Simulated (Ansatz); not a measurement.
# LiH (Fm-3m): a volume series of phonon spectra, part 3 of 4

Which modes of LiH drive its thermal expansion?

Experimental results on record:
- heat capacity C_P per formula unit 28.1 J/mol/K and bulk modulus 33.7 GPa near room temperature (given in “High-Throughput Prediction of Finite-Temperature Properties using the Quasi-Harmonic Approximation”, 2016, arXiv:1603.06924)

Ansatz 0.2.0; DFT LDA, scalar-relativistic, plane waves, PAW.

So far, highest frequency (cm⁻¹): step 6 (phonons, V/V0 1) 1104.

The database entry behind the starting cell differs from later determinations by our own check (the deuteride, about 0.2 % short), so it need not match the best structure at ambient conditions.

### Step 10. Lattice dynamics at this volume, V/V0 0.985

The same q-mesh and k-mesh are kept at every volume, so that much of their error can cancel in the differences.

Contents of input.yaml:

```yaml
crystal:
  lattice:
    - [0.0, 1.9446421645, 1.9446421645]
    - [1.9446421645, 0.0, 1.9446421645]
    - [1.9446421645, 1.9446421645, 0.0]
  atoms:
    - { symbol: Li, position: [0.0, 0.0, 0.0] }
    - { symbol: H, position: [0.5, 0.5, 0.5] }
kpoints:
  mp_grid: { grid: [12, 12, 12] }
hamiltonian:
  xc: lda
scf:
  occupations: { method: fixed }
output:
  eigenvalues: true
phonons:
  method: dfpt
  dielectric: true
  rigid_motions: translations
  qmesh: [4, 4, 4]
  temperatures: { t_max: 1000, t_step: 50 }
  qpath:
    path:
      - [[0.0, 0.0, 0.0], [0.5, 0.0, 0.5], [0.625, 0.25, 0.625]]
      - [[0.375, 0.375, 0.75], [0.0, 0.0, 0.0], [0.5, 0.5, 0.5], [0.5, 0.25, 0.75], [0.5, 0.0, 0.5]]
    npoints: 10
```

Run with:

```bash
ansatz run input.yaml --threads 4 --pin off --max-ram 16384MiB --backend cpu --events-out ev --progress --plain --runs-dir out
```

Output:

```text
[...]
Crystal: 2 atoms, lattice volume = 14.708 Å³
Basis set: ecut = 420 eV, 283 PW (Γ), exchange–correlation on 40×40×40 points (8 copies of the dense FFT grid, shifted against one another)
Bands: 6, of which v1, the nominal top of the filled ones, is band 2 counted from 1 (1 counted from 0)
Symmetry: 48 space group operations
k-points: 163 of 1728 (irreducible under 8 space group operations, time reversal used)
[...]
optical modes at Γ + LO–TO along q̂ = [0.0000, 1.0000, 0.0000]:
      ω (cm⁻¹)  modes    IR ((D/Å)²/amu)
        662.90      2            54.9178
       1110.28      1            27.4589
  optical modes at Γ + LO–TO along q̂ = [0.0000, 0.0000, 1.0000]:
      ω (cm⁻¹)  modes    IR ((D/Å)²/amu)
        662.90      2            54.9178
       1110.28      1            27.4589
--- Phonons (arbitrary-q DFPT): 8 irreducible q on the 4×4×4 mesh ---
[...]
interpolated dispersion: 63 rows × 6 modes
[...]
[key lines of the parts left out:]
SCF converged after 6 iterations
Free energy (F): -218.214042 eV
Fermi energy:    1.231121 eV
```

It took 18 s on 4 threads of Intel Xeon Platinum 8375C at 2.90GHz (Ice Lake), shared host; peak memory 0.65 GiB; 65 s of CPU time.

LO-TO term included. Phonon branches along the path, in cm⁻¹:

| point | branch 1 | branch 2 | branch 3 | branch 4 | branch 5 | branch 6 |
| --- | --- | --- | --- | --- | --- | --- |
| Γ | 0 | 0 | 0 | 663 | 663 | 1110 |
| halfway | 262 | 262 | 373 | 782 | 782 | 1091 |
| X | 342 | 342 | 459 | 875 | 875 | 1059 |
| halfway | 342 | 365 | 452 | 876 | 908 | 1047 |
| U | 339 | 418 | 431 | 874 | 974 | 1008 |
| jump to K | 339 | 418 | 431 | 874 | 974 | 1008 |
| halfway | 247 | 290 | 408 | 818 | 824 | 1094 |
| Γ | 0 | 0 | 0 | 663 | 663 | 1110 |
| halfway | 223 | 223 | 375 | 796 | 796 | 1111 |
| L | 305 | 305 | 546 | 850 | 850 | 1088 |
| halfway | 327 | 360 | 492 | 867 | 913 | 1051 |
| W | 380 | 409 | 409 | 927 | 972 | 972 |
| halfway | 361 | 365 | 445 | 903 | 908 | 1035 |
| X | 342 | 342 | 459 | 875 | 875 | 1059 |

The phonon branches as a text plot (rows in cm⁻¹):

```
   1092 |********              **********************
   1046 |        ********   ***                      ***     ****
    999 |                ***                            ** **
    953 |               *****                          ******
    906 |              *     **                      ** *******
    860 |         **************              **********       **
    813 |       **              **          **
    767 |    ***                 ***       *
    720 |  **                     ***     *
    674 |**                          *****
    627 |
    581 |
    534 |                                      ******
    488 |                   ***               *      ***
    441 |        ***********   *             *          **  *****
    395 |      **       *****   *           *          *******
    348 |         ********** *** *                  *****    ****
    302 |    ** **          *** * **       *   *******
    256 |   *  *               ***        *  **
    209 |    **                  ****      **
    163 |  **                     **     **
    116 |  *                        **   *
     70 | *                          *  *
     23 |*                            **
         Γ           X  U|K            Γ         L        W     X
```

No mode is imaginary beyond numerical noise at the solved wavevectors. The highest zone-centre mode (no LO–TO term) moved by +2.3 % for a volume change of -1.5 %.

### Step 11. A cell at another volume, V/V0 1.03

Symmetry fixes every atom, so a single point at the scaled cell gives the energy and pressure of this member.

input.yaml, the sections that differ from step 10:

```yaml
crystal:
  lattice:
    - [0.0, 1.9738161411, 1.9738161411]
    - [1.9738161411, 0.0, 1.9738161411]
    - [1.9738161411, 1.9738161411, 0.0]
  atoms:
    - { symbol: Li, position: [0.0, 0.0, 0.0] }
    - { symbol: H, position: [0.5, 0.5, 0.5] }
output:
  forces: true
  stress: true
  eigenvalues: true
# kpoints, hamiltonian, scf: as in step 10
# phonons: removed
```

Output:

```text
[...]
Crystal: 2 atoms, lattice volume = 15.380 Å³
Basis set: ecut = 420 eV, 307 PW (Γ)
Bands: 6, of which v1, the nominal top of the filled ones, is band 2 counted from 1 (1 counted from 0)
Symmetry: 48 space group operations
[...]
k-points: 72 of 1728
[...]
Free energy (F): -218.212847 eV
[...]
Internal energy: -218.212847 eV  (E = F + TS)
E sigma→0 (E₀):  -218.212847 eV
Fermi energy:    0.973955 eV
[...]
--- Stress (GPa, compression-positive) ---
       -1.142442      -0.000000       0.000000
       -0.000000      -1.142442       0.000000
       -0.000000       0.000000      -1.142442
  P = ⅓ Tr σ = -1.1424 GPa (-11.424 kbar)
--- Band table (eV; the first three rows and the last of 72) ---
[...]
[key lines of the parts left out:]
SCF converged after 6 iterations
```

It took 0.23 s on 4 threads; peak memory 0.31 GiB; 0.53 s of CPU time.

The run ends at a pressure of -1.14 GPa.

### Step 12. Phonons, V/V0 1.03

Phonons at this volume give one point of F(V, T); meshes stay fixed along the series.

input.yaml, the sections that differ from step 11:

```yaml
output:
  eigenvalues: true
phonons:
  method: dfpt
  dielectric: true
  rigid_motions: translations
  qmesh: [4, 4, 4]
  temperatures: { t_max: 1000, t_step: 50 }
  qpath:
    path:
      - [[0.0, 0.0, 0.0], [0.5, 0.0, 0.5], [0.625, 0.25, 0.625]]
      - [[0.375, 0.375, 0.75], [0.0, 0.0, 0.0], [0.5, 0.5, 0.5], [0.5, 0.25, 0.75], [0.5, 0.0, 0.5]]
    npoints: 10
# crystal, kpoints, hamiltonian, scf: as in step 11
```

Output:

```text
[...]
Crystal: 2 atoms, lattice volume = 15.380 Å³
Basis set: ecut = 420 eV, 307 PW (Γ), exchange–correlation on 40×40×40 points (8 copies of the dense FFT grid, shifted against one another)
Bands: 6, of which v1, the nominal top of the filled ones, is band 2 counted from 1 (1 counted from 0)
Symmetry: 48 space group operations
k-points: 163 of 1728 (irreducible under 8 space group operations, time reversal used)
[...]
optical modes at Γ + LO–TO along q̂ = [0.0000, 1.0000, 0.0000]:
      ω (cm⁻¹)  modes    IR ((D/Å)²/amu)
        619.36      2            55.1777
       1078.57      1            27.5889
  optical modes at Γ + LO–TO along q̂ = [0.0000, 0.0000, 1.0000]:
      ω (cm⁻¹)  modes    IR ((D/Å)²/amu)
        619.36      2            55.1777
       1078.57      1            27.5889
--- Phonons (arbitrary-q DFPT): 8 irreducible q on the 4×4×4 mesh ---
[...]
interpolated dispersion: 63 rows × 6 modes
[...]
[key lines of the parts left out:]
SCF converged after 6 iterations
Free energy (F): -218.212847 eV
Fermi energy:    0.973955 eV
```

It took 18 s on 4 threads; peak memory 0.68 GiB.

LO-TO term included. The phonon branches at the labelled points (cm⁻¹):

| point | branch 1 | branch 2 | branch 3 | branch 4 | branch 5 | branch 6 |
| --- | --- | --- | --- | --- | --- | --- |
| Γ | 0 | 0 | 0 | 619 | 619 | 1079 |
| halfway | 254 | 254 | 349 | 741 | 741 | 1060 |
| X | 327 | 327 | 433 | 836 | 836 | 1026 |
| halfway | 326 | 350 | 427 | 837 | 870 | 1013 |
| U | 322 | 400 | 408 | 834 | 938 | 973 |
| jump to K | 322 | 400 | 408 | 834 | 938 | 973 |
| halfway | 231 | 281 | 391 | 777 | 780 | 1062 |
| Γ | 0 | 0 | 0 | 619 | 619 | 1079 |
| halfway | 212 | 212 | 362 | 751 | 751 | 1079 |
| L | 288 | 288 | 527 | 807 | 807 | 1055 |
| halfway | 310 | 341 | 472 | 826 | 875 | 1017 |
| W | 362 | 389 | 389 | 889 | 936 | 936 |
| halfway | 345 | 349 | 421 | 864 | 869 | 1001 |
| X | 327 | 327 | 433 | 836 | 836 | 1026 |

The phonon branches as a text plot (rows in cm⁻¹):

```
   1060 |********              **********************
   1015 |        ********   ***                      ***      ***
    970 |                ***                            *  ***
    925 |                ***                            ****
    880 |              **   *                         ** ******
    835 |         **************                   ******     ***
    790 |       **             **            *******
    745 |      *                 *          *
    699 |   ***                   **      **
    654 |  *                        **   *
    609 |**                          ****
    564 |
    519 |                                      ******
    474 |                                     *      ***
    429 |        ***************             *          *   *****
    384 |       *       *****   *           *           *****
    338 |      *    *******  **  *                   *****  *****
    293 |    ** ****       ******          *   ********
    248 |   *  *               *****      *  **
    203 |    **                  ****      **
    158 |  **                     ***    **
    113 |  *                        **   *
     68 | *                          *  *
     23 |*                            **
         Γ           X  U|K            Γ         L        W     X
```

No mode is imaginary beyond numerical noise at the solved wavevectors. The highest zone-centre mode (no LO–TO term) moved by -4.4 % for a volume change of +3.0 %.

### Step 13. A cell at another volume, V/V0 0.97

Symmetry fixes every atom, so a single point at the scaled cell gives the energy and pressure of this member.

input.yaml, the sections that differ from step 12:

```yaml
crystal:
  lattice:
    - [0.0, 1.9347203482, 1.9347203482]
    - [1.9347203482, 0.0, 1.9347203482]
    - [1.9347203482, 1.9347203482, 0.0]
  atoms:
    - { symbol: Li, position: [0.0, 0.0, 0.0] }
    - { symbol: H, position: [0.5, 0.5, 0.5] }
output:
  forces: true
  stress: true
  eigenvalues: true
# kpoints, hamiltonian, scf: as in step 12
# phonons: removed
```

Output:

```text
[...]
Crystal: 2 atoms, lattice volume = 14.484 Å³
Basis set: ecut = 420 eV, 283 PW (Γ)
Bands: 6, of which v1, the nominal top of the filled ones, is band 2 counted from 1 (1 counted from 0)
Symmetry: 48 space group operations
[...]
k-points: 72 of 1728
[...]
Free energy (F): -218.212715 eV
[...]
Internal energy: -218.212715 eV  (E = F + TS)
E sigma→0 (E₀):  -218.212715 eV
Fermi energy:    1.322656 eV
[...]
--- Stress (GPa, compression-positive) ---
        1.299437      -0.000000       0.000000
       -0.000000       1.299437       0.000000
        0.000000       0.000000       1.299437
  P = ⅓ Tr σ = 1.2994 GPa (12.994 kbar)
--- Band table (eV; the first three rows and the last of 72) ---
[...]
[key lines of the parts left out:]
SCF converged after 6 iterations
```

Wall time 0.22 s (4 threads); peak memory 0.31 GiB; 0.51 s of CPU time.

The run ends at a pressure of 1.30 GPa.

### Step 14. Lattice dynamics at this volume, V/V0 0.97

The same q-mesh and k-mesh are kept at every volume, so that much of their error can cancel in the differences.

input.yaml, the sections that differ from step 13:

```yaml
output:
  eigenvalues: true
phonons:
  method: dfpt
  dielectric: true
  rigid_motions: translations
  qmesh: [4, 4, 4]
  temperatures: { t_max: 1000, t_step: 50 }
  qpath:
    path:
      - [[0.0, 0.0, 0.0], [0.5, 0.0, 0.5], [0.625, 0.25, 0.625]]
      - [[0.375, 0.375, 0.75], [0.0, 0.0, 0.0], [0.5, 0.5, 0.5], [0.5, 0.25, 0.75], [0.5, 0.0, 0.5]]
    npoints: 10
# crystal, kpoints, hamiltonian, scf: as in step 13
```

Output:

```text
[...]
Crystal: 2 atoms, lattice volume = 14.484 Å³
Basis set: ecut = 420 eV, 283 PW (Γ), exchange–correlation on 40×40×40 points (8 copies of the dense FFT grid, shifted against one another)
Bands: 6, of which v1, the nominal top of the filled ones, is band 2 counted from 1 (1 counted from 0)
Symmetry: 48 space group operations
k-points: 163 of 1728 (irreducible under 8 space group operations, time reversal used)
[...]
optical modes at Γ + LO–TO along q̂ = [0.0000, 1.0000, 0.0000]:
      ω (cm⁻¹)  modes    IR ((D/Å)²/amu)
        677.93      2            54.8096
       1121.22      1            27.4048
  optical modes at Γ + LO–TO along q̂ = [0.0000, 0.0000, 1.0000]:
      ω (cm⁻¹)  modes    IR ((D/Å)²/amu)
        677.93      2            54.8096
       1121.22      1            27.4048
--- Phonons (arbitrary-q DFPT): 8 irreducible q on the 4×4×4 mesh ---
[...]
interpolated dispersion: 63 rows × 6 modes
[...]
[key lines of the parts left out:]
SCF converged after 6 iterations
Free energy (F): -218.212715 eV
Fermi energy:    1.322656 eV
```

The job ended after 18 s (4 threads; peak memory 0.65 GiB).

No mode is imaginary beyond numerical noise at the solved wavevectors. The highest zone-centre mode (no LO–TO term) moved by +4.6 % for a volume change of -3.0 %.

### Step 15. Single point at a scaled cell, V/V0 1.05

Symmetry fixes every atom, so a single point at the scaled cell gives the energy and pressure of this member.

The cell differs from the one that the last finished run ended in (a 2.736 → 2.809 Å, b 2.736 → 2.809 Å, c 2.736 → 2.809 Å).

input.yaml, the sections that differ from step 14:

```yaml
crystal:
  lattice:
    - [0.0, 1.9865098413, 1.9865098413]
    - [1.9865098413, 0.0, 1.9865098413]
    - [1.9865098413, 1.9865098413, 0.0]
  atoms:
    - { symbol: Li, position: [0.0, 0.0, 0.0] }
    - { symbol: H, position: [0.5, 0.5, 0.5] }
output:
  forces: true
  stress: true
  eigenvalues: true
# kpoints, hamiltonian, scf: as in step 14
# phonons: removed
```

Output:

```text
[...]
Crystal: 2 atoms, lattice volume = 15.678 Å³
Basis set: ecut = 420 eV, 331 PW (Γ)
Bands: 6, of which v1, the nominal top of the filled ones, is band 2 counted from 1 (1 counted from 0)
Symmetry: 48 space group operations
[...]
k-points: 72 of 1728
[...]
Free energy (F): -218.210087 eV
[...]
Internal energy: -218.210087 eV  (E = F + TS)
E sigma→0 (E₀):  -218.210087 eV
Fermi energy:    0.866874 eV
[...]
--- Stress (GPa, compression-positive) ---
       -1.825518       0.000000      -0.000000
       -0.000000      -1.825518      -0.000000
       -0.000000      -0.000000      -1.825518
  P = ⅓ Tr σ = -1.8255 GPa (-18.255 kbar)
--- Band table (eV; the first three rows and the last of 72) ---
[...]
[key lines of the parts left out:]
SCF converged after 6 iterations
```

Elapsed: 0.25 s, on 4 threads; peak memory 0.31 GiB; 0.59 s of CPU time.

The run ends at a pressure of -1.83 GPa.

(Part 3 of 4 ends here.)

[Logs are printed without paths, hosts, clocks, repeated set-up lines and the standing remarks that a program may print on its own settings, such as how far it seeks lower states.]

[Hosts, paths, dates, database ids (printed as entryN), source tags and the programs' standing remarks are cut or masked in the printed files.]

[A step with changed settings may run another functional than the one named; its input shows which.]

[Of the runs on displaced cells, only some may be shown.]
